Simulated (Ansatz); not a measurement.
# Starting-point dependence of the GW gap of SnO2 (Pnnm), part 2 of 2

How much of the starting functional survives in the G0W0 gap of SnO2 (Pnnm)?

Ansatz 0.2.0; G0W0 on several functionals, plane waves, PAW. Known limits of the many-body steps: not at the basis limit; no spin-orbit coupling; coarse k mesh.

So far. Step 2 (G0W0 on LDA): The gap on the mesh goes from 0.69 eV to 1.93 eV, a correction of +1.24 eV. Between the two edge states, bare exchange in place of the xc potential would open the gap by 8.59 eV, and correlation takes back 7.34 eV.

In doubt: masses and optical values from hybrid runs of this build are listed as unsure (steps 3, 4), which bears on the screening that GW takes from such a start.

## Step 3: G0W0 on HSE06

The same correction from a different start measures what one shot leaves open.

This step: G0W0 on HSE06, plane waves, PAW; PAW set soft_1.

Contents of input.yaml:

```yaml
crystal:
  lattice:
    - [4.788004, 0.0, 0.0]
    - [0.0, 4.866582, 0.0]
    - [0.0, 0.0, 3.240898]
  atoms:
    - { symbol: Sn, position: [0.5, 0.5, 0.5] }
    - { symbol: Sn, position: [0.0, 0.0, 0.0] }
    - { symbol: O, position: [0.291855, 0.321042, 0.0] }
    - { symbol: O, position: [0.791855, 0.178958, 0.5] }
    - { symbol: O, position: [0.208145, 0.821042, 0.5] }
    - { symbol: O, position: [0.708145, 0.678958, 0.0] }
kpoints:
  mp_grid: { grid: [4, 4, 6] }
hamiltonian:
  xc: hse06
  pseudopotentials: { kind: paw, azcp: { folder: soft_1 } }
scf:
  occupations: { method: fixed }
gw:
  n_empty_bands: 277
  ecut_chi: 138
  qp_bands: [v2, c2]
  qp_kpoints: band_edges
  screening: { model: contour_deformation }
```

Run with:

```console
$ ansatz run input.yaml --threads 2 --pin off --max-ram 92160MiB --backend cuda --events-out ev --progress --plain --runs-dir out --devices 1 --max-vram 13GiB
```

Numbers of over 12 decimals in the logs are rounded to 6 here.

Log:

```text
GPUs: using 1 of 1 available (devices: 1).
[...]
davidson cushion auto → on  (no smearing: the cushion is to keep the highest requested band from converging to the state above it; pin scf.eigensolver.cushion to override)
[...]
GPU FFT provider: cuFFT
GPU libraries: cuBLAS 13.8.2, cuFFT 12.4.0, cuSOLVER 12.3.4
Crystal: 6 atoms, lattice volume = 75.517 Å³
Basis set: ecut = 420 eV, 1479 PW (Γ)
Bands: 32, of which v1, the nominal top of the filled ones, is band 26 counted from 1 (25 counted from 0)
Symmetry: 8 space group operations
[...]
k-points: 36 of 96
[...]
GPU buffer pool allocated for 31104 grid points (all kernels)
[...]
SCF iter   1: F=—  HF=-14318.774913 eV  |F-HF|=—  |Δ(HF+E_count)|=         —  Δρ=7.51e-2  dr2=3.25e0  ethr=1.00e-1  ⟨swp⟩=4.1  Hψ=3543  notcnv=0
[...]
SCF iter   6: F=-14318.153046 eV  HF=-14318.153049 eV  |F-HF|=2.42e-6  |Δ(HF+E_count)|=   1.69e-4  Δρ=1.20e-4  dr2=4.92e-6  ethr=2.83e-7  ⟨swp⟩=4.1  Hψ=3806  notcnv=0  defer=1
SCF 1 stopped early in 6 iterations: F = -14318.153046 eV  dr2 = 4.92e-6
[...]
GPU FFT provider: cuFFT
GPU libraries: cuBLAS 13.8.2, cuFFT 12.4.0, cuSOLVER 12.3.4
[...]
GPU buffer pool allocated for 31104 grid points (all kernels)
[...]
Free energy (F): -14325.576321 eV
Frozen-core exchange: fock
[...]
Internal energy: -14325.576321 eV  (E = F + TS)
E sigma→0 (E₀):  -14325.576321 eV
Fermi energy:    7.372621 eV
[...]
--- Band table (eV; the first three rows and the last of 36) ---
  k-point 0: bands = [... 22 lower, 6.4432, 6.7916, 6.8082, 7.3726, 9.7975, 15.1092, 15.2864]
  k-point 1: bands = [... 22 lower, 5.5501, 6.7816, 6.8325, 7.1824, 11.3194, 15.6309, 16.3981]
  k-point 2: bands = [... 22 lower, 5.0679, 6.4606, 6.5931, 6.5998, 13.5289, 15.9155, 17.9035]
  k-point 35: bands = [... 22 lower, 6.5238, 6.5238, 6.6218, 6.6218, 13.7032, 13.7032, 17.9921]
  guard bands above this table: 3 of the run's 32 bands. The solve was not asked for them (output.publish_guard_bands: true or output.eigenvalues: true publishes all)
[...]
0    25      6.8082   -26.3888     4.3903   -22.0216  0.7794     6.8314     6.8314  root
     0    26      7.3726   -26.9923     4.6851   -22.3309  0.7788     7.3964     7.3964  root
     0    27      9.7975   -13.7741    -3.2832   -17.6142  0.8465    10.3560    10.3544  root
     0    28     15.1092   -11.6232    -4.3522   -16.6231  0.8282    15.7610    15.7569  root
     1    25      6.8325   -26.5205     4.3772   -22.1579  0.7801     6.8472     6.8472  root
     1    26      7.1824   -26.7952     4.7373   -22.0590  0.7774     7.1834     7.1834  root
     1    27     11.3194   -14.8816    -3.2095   -18.7997  0.8338    12.0311    12.0281  root
     1    28     15.6309   -12.6646    -4.4736   -17.8988  0.8168    16.3978    16.3915  root
[...]
35    25      6.6218   -26.5435     4.8342   -21.6700  0.7736     6.5825     6.5825  root
    35    26      6.6218   -26.5435     4.8342   -21.6700  0.7736     6.5825     6.5825  root
    35    27     13.7032   -12.7587    -4.0389   -17.5222  0.8350    14.4319    14.4279  root
    35    28     13.7032   -12.7587    -4.0389   -17.5222  0.8350    14.4319    14.4279  root
```

Elapsed: 2 min, on 1 × NVIDIA H100 80GB HBM3 (shared by 6 runs) with 2 threads of AMD EPYC 7R13 (Zen 3), shared host; peak memory 2.2 GiB.

Numbers from this step:

| Property | Result |
| --- | --- |
| bands summed | 303 |
| RPA ε∞ on this mesh (eigenvalues) | 3.518, 3.547, 3.842 |
| plane waves in the screening matrix | 275 |
| q-points in the mesh | 96 |
| G0W0 gap on the mesh | 2.958 eV |
| k of the valence top | 0, 0, 0 |
| k of the conduction bottom | 0, 0, 0 |
| starting gap on the mesh | 2.425 eV |
| Z at the valence top | 0.7788 |
| Z at the conduction bottom | 0.8465 |
| least direct G0W0 gap on the computed points | 2.958 eV |

Against the run with 4×4×6 mesh, 277 empty bands, screening to 138 eV, PAW set soft_1 files on LDA, the gap moves by +1.03 eV, while the start moved by +1.74 eV.

## Step 4: G0W0 on PBE0

This step: G0W0 on PBE0, plane waves, PAW; PAW set soft_1.

Changes to input.yaml since step 3:

```diff
@@ -15,3 +15,3 @@
 hamiltonian:
-  xc: hse06
+  xc: pbe0
   pseudopotentials: { kind: paw, azcp: { folder: soft_1 } }
```

Log:

```text
GPUs: using 1 of 1 available (devices: 1).
[...]
GPU FFT provider: cuFFT
GPU libraries: cuBLAS 13.8.2, cuFFT 12.4.0, cuSOLVER 12.3.4
Crystal: 6 atoms, lattice volume = 75.517 Å³
Basis set: ecut = 420 eV, 1479 PW (Γ)
Bands: 32, of which v1, the nominal top of the filled ones, is band 26 counted from 1 (25 counted from 0)
Symmetry: 8 space group operations
[...]
k-points: 36 of 96
[...]
1    27     11.6570   -14.8341    -3.1565   -18.4370  0.8437    12.1044    12.1035  root
     1    28     16.0110   -12.6438    -4.3472   -17.4926  0.8288    16.5147    16.5126  root
[...]
35    25      6.2149   -26.5416     4.6716   -22.0822  0.7866     6.4267     6.4271  root
    35    26      6.2149   -26.5416     4.6716   -22.0822  0.7866     6.4267     6.4271  root
    35    27     14.0695   -12.7357    -3.9467   -17.1366  0.8447    14.5250    14.5238  root
    35    28     14.0695   -12.7357    -3.9467   -17.1366  0.8447    14.5250    14.5238  root
[key lines of the parts left out:]
Free energy (F): -14324.457828 eV
Fermi energy:    6.972060 eV
```

It took 78 s on 1 × NVIDIA H100 80GB HBM3 (shared by 6 runs) with 2 threads; peak memory 2.2 GiB.

This step gave:

| Quantity | Value |
| --- | --- |
| bands summed | 303 |
| RPA ε∞ on this mesh (eigenvalues) | 3.314, 3.340, 3.630 |
| plane waves in the screening matrix | 275 |
| G0W0 gap on the mesh | 3.172 eV |
| k of the valence top | 0, 0, 0 |
| k of the conduction bottom | 0, 0, 0 |
| starting gap on the mesh | 3.130 eV |
| least direct G0W0 gap on the computed points | 3.172 eV |

Against the run with 4×4×6 mesh, 277 empty bands, screening to 138 eV, PAW set soft_1 files on HSE06, the gap moves by +0.21 eV, while the start moved by +0.71 eV.

## Step 5: The starts together

All on the 4×4×6 mesh with 277 empty bands and screening to 138 eV. Times are wall times on 1 × NVIDIA H100 80GB HBM3 (shared by 6 runs) with 2 threads of AMD EPYC 7R13 (Zen 3), shared host, good to a factor of about two.

```tsv
start	starting gap (eV)	shift (eV)	G0W0 gap (eV)	RPA ε∞ (harmonic mean)	Z (valence, conduction)	time
LDA	0.69	+1.24	1.93	5.37	0.73, 0.79	88 s
HSE06	2.42	+0.53	2.96	3.63	0.78, 0.85	2 min
PBE0	3.13	+0.04	3.17	3.42	0.79, 0.86	78 s
```

The parts of the quasiparticle energy at the two band edges (eV; QP = start + Σx + Σc − Vxc):

```tsv
run	edge	start	Σx	Σc	Vxc	Z	QP
LDA	valence top	8.29	-26.11	4.70	-20.92	0.73	7.80
LDA	conduction bottom	8.97	-15.73	-2.64	-19.13	0.79	9.73
HSE06	valence top	7.37	-26.99	4.69	-22.33	0.78	7.40
HSE06	conduction bottom	9.80	-13.77	-3.28	-17.61	0.85	10.35
PBE0	valence top	6.97	-27.00	4.54	-22.74	0.79	7.25
PBE0	conduction bottom	10.10	-13.74	-3.23	-17.30	0.86	10.42
```

For a hybrid start, Vxc holds its share of exact exchange.

## Step 6: Outcome

```
G0W0@LDA     : 1.93 eV (start 0.69 eV)
G0W0@HSE06   : 2.96 eV (start 2.42 eV)
G0W0@PBE0    : 3.17 eV (start 3.13 eV)
known limits : not at the basis limit; no spin-orbit coupling; coarse k mesh
```

**Reading.** The starting gaps span 2.44 eV and the G0W0 gaps 1.24 eV. Between LDA and PBE0, 1.24 eV of the 2.44 eV survives, 51 %. PBE0 screens less than LDA (ε∞ 3.42 against 5.37). Of the 1.24 eV by which its G0W0 gap is higher, the correlation part gives −0.43 eV, and exchange with the one-particle terms, which follow the orbitals, +1.67 eV. The smallest correction, +0.04 eV, is on PBE0, the start nearest to reproducing itself. Bands and cutoff are finite, so the gap is not at the basis limit. The miss can reach some tenths of an eV and take either sign; the mesh is an error of its own. The 4×4×6 mesh is coarse for this cell (its supercell is 19 Å along the shortest edge). The RPA ε∞ on it, from the LDA start, is 5.18, 5.45 and 5.47; such meshes misread the long-range screening, most where the gap is narrow. The program warns that the mesh is coarse for exact exchange, which bears on the hybrid start's gap. The many-body steps are scalar-relativistic: spin-orbit coupling is not in them.

[Paths, hosts, dates, memory and timing lines, banners, echoed tables and standing remarks are left out of the program output.]

[Logs are printed without paths, hosts, clocks, repeated set-up lines and the standing remarks that a program may print on its own settings, such as how far it seeks lower states.]

[Runs of the session that timed out or met a known fault of the program may be left out.]

[Cells called generated may have been cut or substituted from an entry of the Crystallography Open Database or the Materials Project.]

[Hosts, paths, dates, database ids (printed as entryN), source tags and the programs' standing remarks are cut or masked in the printed files.]
